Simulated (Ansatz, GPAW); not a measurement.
**How In2S (model structure) absorbs and reflects light**

Aim: the dielectric function of In2S (model structure), and the optical constants that follow from it. The structure is a model built here, which may or may not match a known phase. It was built so: All Tl replaced by In in the P-3m1 structure of Tl2S. The cell is first relaxed with Ansatz.

Main program and level: GPAW 26.7.0; DFT, revPBE, plane-wave PAW (GPAW data sets), scalar-relativistic, RPA, optical limit.

Most raw output is cut from this account.

## (1) The structure

Symmetry: P-3m1, No. 164, trigonal system. Conventional cell: a = 3.995 Å, b = 3.995 Å, c = 5.980 Å, α = 90.00°, β = 90.00°, γ = 120.00°. Nearest to In lie 3 S at 2.83 Å. Nearest to S lie 6 In at 2.83 Å. All Tl replaced by In in the P-3m1 structure of Tl2S. Farther neighbours and most contacts between anions are not listed.

## (2) Relaxation

Spectra hang on bond lengths, so the cell is first brought to its minimum.

This step: DFT, revPBE, plane-wave PAW, default files, scalar-relativistic, relaxation (Ansatz 0.2.0).

input.yaml

```yaml
crystal:
  lattice:
    - [3.99463291, 0.0, 0.0]
    - [-1.99731646, 3.45945358, 0.0]
    - [0.0, 0.0, 5.98044219]
  atoms:
    - { symbol: In, position: [0.66666667, 0.33333333, 0.2742] }
    - { symbol: In, position: [0.33333333, 0.66666667, 0.7258] }
    - { symbol: S, position: [0.0, 0.0, 0.0] }
kpoints:
  mp_grid: { grid: [7, 7, 4] }
scf:
  occupations: { method: fermi_dirac, width: 0.05 }
hamiltonian:
  xc: revpbe
output:
  forces: true
  stress: true
relax:
  f_tol: 0.02
  max_steps: 50
  cell: {}
```

Started as:

```sh
ansatz run input.yaml --threads 1 --pin off --max-ram 4096MiB --backend cpu --events-out ev --progress --plain --runs-dir out
```

Wall time 13 s (1 thread of Arm Neoverse V2, shared host); peak memory 0.36 GiB.

Step by step:

```tsv
step	energy less that of the first step (eV)	largest force component (eV/Å)	pressure (GPa)	volume (Å³)
1	0.0000	0.4408	2.32	82.65
2	-0.0381	0.2279	-0.33	85.12
3	-0.0545	0.0262	0.02	85.87
4	-0.0572	0.0209	-0.15	86.37
5	-0.0581	0.0059	-0.06	86.03
6	-0.0583	0.0000	0.00	85.76
7*	-0.0589	0.0002	-0.01	85.76
```

Relaxation steps marked * repeat the geometry before them on a plane-wave basis chosen anew for their cell, so energy and pressure can jump there.

Forces are held to the 12 operations that the run works with; a distortion that breaks them can't arise in this run.

```tsv
conventional cell, symmetrised	before	after	change
a (Å)	3.995	4.140	+3.6 %
b (Å)	3.995	4.140	+3.6 %
c (Å)	5.980	5.777	-3.4 %
volume (Å³/atom)	27.55	28.59	+3.8 %
```

The atoms that moved most (Å, as changes of fractional coordinates times the final cell):

```tsv
atom	dx	dy	dz	length
In2	0.000	0.000	-0.070	0.070
In1	0.000	0.000	0.070	0.070
```

Final coordinates:

```xyz
3
Lattice="4.1404 0.0000 0.0000 -2.0702 3.5857 0.0000 0.0000 0.0000 5.7767" Properties=species:S:1:pos:R:3 pbc="T T T"
In    2.0702    1.1952    1.6545
In    0.0000    2.3905    4.1222
S     0.0000    0.0000    0.0000
```

The relaxation ends with a largest force component of 2.2e-4 eV/Å and a pressure of -0.01 GPa.

## (3) Ground state

The self-consistent density comes first; it also tells whether there is a gap, which decides the occupations and the need for a Drude term.

This step: DFT, revPBE, plane-wave PAW (GPAW data sets), scalar-relativistic, ground state (GPAW 26.7.0).

gs.py

```python
from ase import Atoms
from ase.dft.bandgap import bandgap
from gpaw import GPAW, PW, FermiDirac

atoms = Atoms(['In', 'In', 'S'],
              cell=[[4.14043377, 0.00000000, 0.00000000],
                    [-2.07021689, 3.58572082, 0.00000000],
                    [0.00000000, 0.00000000, 5.77667499]],
              scaled_positions=[[0.66666667, 0.33333333, 0.28640303],
                                [0.33333333, 0.66666667, 0.71359697],
                                [0.00000000, 0.00000000, 1.00000000]],
              pbc=[True, True, True])
atoms.calc = GPAW(mode=PW(500), xc='revPBE', kpts={'size': (6, 6, 4), 'gamma': True},
                  occupations=FermiDirac(0.05), maxiter=150, txt='gs.txt')
print('energy (eV)', atoms.get_potential_energy())
print('Fermi level (eV)', atoms.calc.get_fermi_level())
print('valence electrons', atoms.calc.get_number_of_electrons())
print('gap (eV)', bandgap(atoms.calc, output=None)[0])
print('direct gap (eV)', bandgap(atoms.calc, direct=True, output=None)[0])
atoms.calc.write('gs.gpw')
```

Started as:

```sh
OMP_NUM_THREADS=1 python gs.py
```

Run time: 52 s. Hardware: 1 thread; peak memory 0.24 GiB.

Read-outs, printed or worked out from the files:

| Property | Result |
| --- | --- |
| energy | -9.619 eV |
| Fermi energy | 5.427 eV |
| electrons | 32 |

There are states at the Fermi level within the smearing, so the occupations stay smeared and the carriers get a Drude term.

## (4) Bands for the response

The response needs many more empty bands than the density does.

This step: DFT, revPBE, plane-wave PAW (GPAW data sets), scalar-relativistic, bands at fixed density (GPAW 26.7.0).

nscf.py

```python
from ase.dft.bandgap import bandgap
from gpaw import GPAW, FermiDirac

calc = GPAW('gs.gpw').fixed_density(kpts={'size': (12, 12, 12), 'gamma': True}, nbands=35, convergence={'bands': 29},
                                    occupations=FermiDirac(0.05), txt='nscf.txt')
print('gap (eV)', bandgap(calc, output=None)[0])
print('direct gap (eV)', bandgap(calc, direct=True, output=None)[0])
calc.write('full.gpw', mode='all')
```

Started as:

```sh
OMP_NUM_THREADS=1 python nscf.py
```

Elapsed: 16 min, on 1 thread; peak memory 1.7 GiB.

## (5) Dielectric function, RPA

Transitions between filled and empty bands, summed over the zone, give the optical response, so mesh, band count and broadening shape it.

The induced potential is part of this response.

This step: DFT, revPBE, plane-wave PAW (GPAW data sets), scalar-relativistic, RPA, optical limit (GPAW 26.7.0).

df.py

```python
from gpaw.response.df import DielectricFunction

df = DielectricFunction('full.gpw', frequencies={'type': 'nonlinear', 'domega0': 0.03, 'omega2': 8},
                        ecut=80,
                        eta=0.1,
                        nbands=29,
                        rate=0.2,
                        txt='df.txt')
for direction in ['x', 'z']:
    df.get_dielectric_function(xc='RPA', direction=direction, filename=f'df_{direction}.csv')
```

Started as:

```sh
OMP_NUM_THREADS=1 python df.py
```

The job ended after 3.5 min (1 thread; peak memory 0.69 GiB).

Sum at mesh points, not converged in k. The Im ε by photon energy; read off at these points:

```tsv
photon energy (eV)	E ∥ x	E ∥ z
0.750	18.8	38.5
1.000	8.77	19.0
1.250	9.90	20.7
1.500	12.6	23.0
1.750	13.5	14.5
1.804	14.1	14.0
2.000	12.1	13.8
2.250	15.0	17.2
2.500	19.9	21.0
2.624	18.5	21.8
2.750	16.8	19.7
3.000	14.4	15.5
3.250	11.9	10.7
3.500	10.2	9.08
3.750	9.35	6.35
4.000	9.11	5.59
4.250	8.17	5.01
4.500	5.74	3.98
4.750	4.76	3.05
5.000	3.93	3.17
5.250	3.99	3.29
5.500	3.70	3.06
5.750	3.48	3.01
6.000	3.41	2.91
6.250	3.18	2.91
6.500	2.97	3.27
6.750	2.72	3.11
7.000	2.52	2.40
7.250	2.10	2.20
7.500	2.05	2.04
7.750	1.96	1.71
8.000	1.74	1.45
8.250	1.73	1.45
8.500	1.61	1.30
8.750	1.37	0.943
9.000	1.19	0.768
9.250	1.02	0.602
9.500	1.02	0.593
9.750	0.984	0.639
10.000	0.809	0.617
10.250	0.816	0.549
10.500	0.739	0.536
```

Values under 1 per cm are given as 1; sum at mesh points, not converged in k. The absorption coefficient by photon energy:

```tsv
photon energy (eV)	E ∥ x (1/cm)	E ∥ z (1/cm)
0.7479	2.5e5	3.8e5
1.0102	1.6e5	3.5e5
1.2454	1.9e5	3.7e5
1.4862	2.6e5	5.1e5
1.7326	3.1e5	4.7e5
1.9850	3.5e5	4.5e5
2.2435	4.7e5	5.9e5
2.5083	7.1e5	7.8e5
2.7405	8.1e5	9.9e5
3.0178	8.8e5	1.1e6
3.2611	8.8e5	1.1e6
3.5097	9.2e5	1.1e6
3.7639	9.2e5	1.0e6
3.9800	1.0e6	1.0e6
4.2448	1.1e6	1.0e6
4.5157	1.1e6	1.0e6
4.7463	1.1e6	9.6e5
4.9814	9.6e5	8.6e5
5.2696	9.7e5	9.2e5
5.5150	9.8e5	9.1e5
5.7654	9.8e5	9.1e5
6.0209	1.0e6	9.5e5
6.2291	1.0e6	9.3e5
6.4942	1.1e6	1.0e6
6.7648	1.0e6	1.1e6
6.9854	1.1e6	1.1e6
7.2665	1.0e6	1.1e6
7.4958	1.0e6	1.1e6
7.7290	1.0e6	1.1e6
8.0263	1.0e6	1.1e6
8.2689	1.0e6	1.1e6
8.5159	1.1e6	1.1e6
8.7673	1.1e6	1.1e6
9.0232	1.0e6	1.0e6
9.2183	9.8e5	9.5e5
9.4826	9.1e5	8.4e5
9.7519	9.5e5	8.0e5
10.0262	8.7e5	8.0e5
10.2354	8.8e5	7.7e5
10.5190	8.1e5	7.1e5
```

Sum at mesh points, not converged in k. The Im ε, E ∥ x by photon energy; read off at these points:

```tsv
photon energy (eV)	without local fields	with local fields
1.00	9.30	8.77
1.50	14.1	12.6
1.80	16.1	14.1
2.00	14.2	12.1
2.50	23.8	19.9
3.00	15.9	14.4
3.50	10.8	10.2
4.00	9.77	9.11
4.50	6.06	5.74
5.00	4.52	3.93
5.50	4.41	3.70
6.00	4.18	3.41
6.50	3.58	2.97
7.00	2.82	2.52
7.50	2.31	2.05
8.00	1.87	1.74
8.50	1.54	1.61
9.00	1.18	1.19
9.50	1.14	1.02
10.00	0.896	0.809
10.50	0.827	0.739
```

The reflectivity at normal incidence has structure finer than the step of the table below, so its rows give means over 0.5 eV, whole bins alone (the curve runs from 0.619 to 10.6 eV). Peaks (eV: height): E ∥ x 3.02: 51.2, 4.38: 55.0, 7.10: 43.9, 9.09: 42.1, 9.89: 37.9; E ∥ z 1.52: 56.7, 3.64: 63.6, 9.15: 55.8.

Sum at mesh points, not converged in k. The reflectivity at normal incidence by photon energy; means over each step:

```tsv
photon energy (eV)	E ∥ x (%)	E ∥ z (%)
1.0	40.3	59.0
1.5	39.1	52.7
2.0	41.5	45.0
2.5	48.5	52.6
3.0	50.4	60.8
3.5	48.5	61.8
4.0	48.9	58.5
4.5	53.7	57.5
5.0	47.4	47.2
5.5	42.2	42.2
6.0	40.1	38.6
6.5	40.9	37.6
7.0	41.8	45.5
7.5	39.1	46.0
8.0	38.3	47.4
8.5	39.4	49.6
9.0	41.5	55.1
9.5	36.4	47.7
10.0	35.4	39.2
```

Sum at mesh points, not converged in k. Loss function −Im 1/ε at q → 0 against energy loss; read off at these points:

```tsv
energy loss (eV)	E ∥ x	E ∥ z
0.75	0.0525	0.0242
1.00	0.0858	0.0500
1.25	0.0584	0.0469
1.50	0.0479	0.0435
1.75	0.0470	0.0688
2.00	0.0540	0.0650
2.25	0.0488	0.0545
2.50	0.0466	0.0469
2.75	0.0594	0.0478
3.00	0.0682	0.0524
3.25	0.0816	0.0626
3.50	0.0908	0.0681
3.75	0.102	0.0847
4.00	0.0996	0.0980
4.25	0.0963	0.110
4.50	0.113	0.125
4.75	0.130	0.148
5.00	0.179	0.221
5.25	0.197	0.215
5.50	0.210	0.242
5.75	0.230	0.264
6.00	0.241	0.262
6.25	0.240	0.294
6.50	0.252	0.261
6.75	0.279	0.234
7.00	0.270	0.245
7.25	0.330	0.274
7.50	0.347	0.290
7.75	0.363	0.289
8.00	0.393	0.335
8.25	0.441	0.357
8.50	0.392	0.360
8.75	0.442	0.347
9.00	0.491	0.417
9.25	0.591	0.509
9.50	0.714	0.767
9.75	0.697	0.960
10.00	0.848	1.00
10.25	0.921	1.19
10.50	1.11	1.47
```

At chosen wavelengths:

```tsv
wavelength (nm)	n x	k x	R (%) x	1/α x	n z	k z	R (%) z	1/α z
1550	2.64	3.007	52.6	41 nm	3.49	5.043	69.4	24 nm
1064	3.29	1.593	37.1	53 nm	3.35	2.818	50.1	30 nm
633	3.38	1.811	39.8	28 nm	2.99	2.237	42.9	23 nm
532	3.74	2.145	44.7	20 nm	3.39	2.605	47.9	16 nm
450	2.90	2.894	50.8	12 nm	2.75	3.551	58.8	10 nm
405	2.39	2.828	51.0	11 nm	2.05	3.493	61.9	9.2 nm
193	0.94	1.610	40.7	9.5 nm	1.05	1.528	35.8	10 nm
```

In reflection the computed colour is faintly blue: x = 0.292, y = 0.309, luminous reflectivity 46 %.

## (6) Results

**Reading.** At this level (revPBE, RPA) In2S is a metal. The mesh is too coarse to trust the carriers' weight, the reflectivity or the colour to better than tens of per cent. The cell grew by 3.8 % in volume. In reflection the computed colour is faintly blue: x = 0.292, y = 0.309, luminous reflectivity 46 %. The carriers' damping of 0.2 eV is typed, not computed; it shapes the response at the lowest energies. Spin-orbit coupling is left out although heavy atoms are present. The curves end at 11 eV, about where the summed bands run out. GPAW's carrier term has the form −ωp²/(ω + i·rate)², which damps like twice the rate and fails at low energy, so the curves leave the lowest energies out. The sum runs over mesh points 0.15 Å⁻¹ apart with no interpolation, so peaks are partly noise of the mesh, and the Drude plasma energy, a sum over the Fermi surface, isn't converged.

[Machine, clock and banner lines and Python warnings are left out of the logs.]

[Logs are printed without paths, hosts, clocks, repeated set-up lines and the standing remarks that a program may print on its own settings, such as how far it seeks lower states.]

[Hosts, paths, dates, database ids (printed as entryN), source tags and the programs' standing remarks are cut or masked in the printed files.]
